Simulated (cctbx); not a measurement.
# What resolution and counting buy: YbHf5

Space group P6/mmm (no. 191), a = 5.9890 Å, b = 5.9890 Å, c = 4.6350 Å, α = 90.00°, β = 90.00°, γ = 120.00°.

```
atom  mult.    x    y    z  Ueq (Å²)
 Hf1      2  2/3  1/3    0    0.0159
 Hf2      3    0  1/2  1/2    0.0180
 Yb1      1    0    0    0    0.0212
```

The model was made for the exercise: a known structure type with other elements put in, its volume estimated, not relaxed; displacement parameters are assumed.

Five simulated data sets (cctbx; Ag Kα, λ = 0.56087 Å; 3 % proportional error) differ in resolution or exposure (noise floor 8 counts in the first three, 8 in the last two). Each is refined with the right model, isotropic at 1.1 Å and anisotropic otherwise. How do the figures of merit and the uncertainties move?

```
d min (Å)  top counts  ⟨I/σ⟩ (unmerged, absences included)  unique  param. (scale apart)   Rint      R1  GooF  largest s.u. xyz (fractional)  s.u. U of Yb1 (Å²)  largest error (Å)
      1.1       40000                                 23.8      37                     3  0.020  0.0063  0.93                        0.00000              0.0004             0.0000
     0.84       40000                                 23.3      70                     7  0.022  0.0054  1.00                        0.00000              0.0002             0.0000
      0.6       40000                                 15.6     175                     7  0.030  0.0089  1.01                        0.00000              0.0001             0.0000
     0.75         300                                  1.5      93                     7  0.349  0.0585  0.90                        0.00000              0.0038             0.0000
     0.75        3000                                  7.2      93                     7  0.067  0.0163  0.92                        0.00000              0.0006             0.0000
```

The number of reflections grows roughly as 1/d³: 37, 70 and 175 here. R1 follows the noise rather than the truth: at 300 counts it is 0.0585, at 3000 counts 0.0163, while GooF is 0.90 and 0.92: the weights 1/σ² carry the noise. The s.u. of U (U11 where anisotropic) for Yb1 goes 0.0004, 0.0002, 0.0001 Å² with resolution and 0.0038, 0.0006 Å² with exposure.

Hardware for the 0.6 Å refinement: 0.44 s on 1 thread of Arm Neoverse V2, with other jobs on the host, peak memory 0.09 GiB.

[Logs are printed without paths, hosts, clocks, repeated set-up lines and the standing remarks that a program may print on its own settings, such as how far it seeks lower states.]
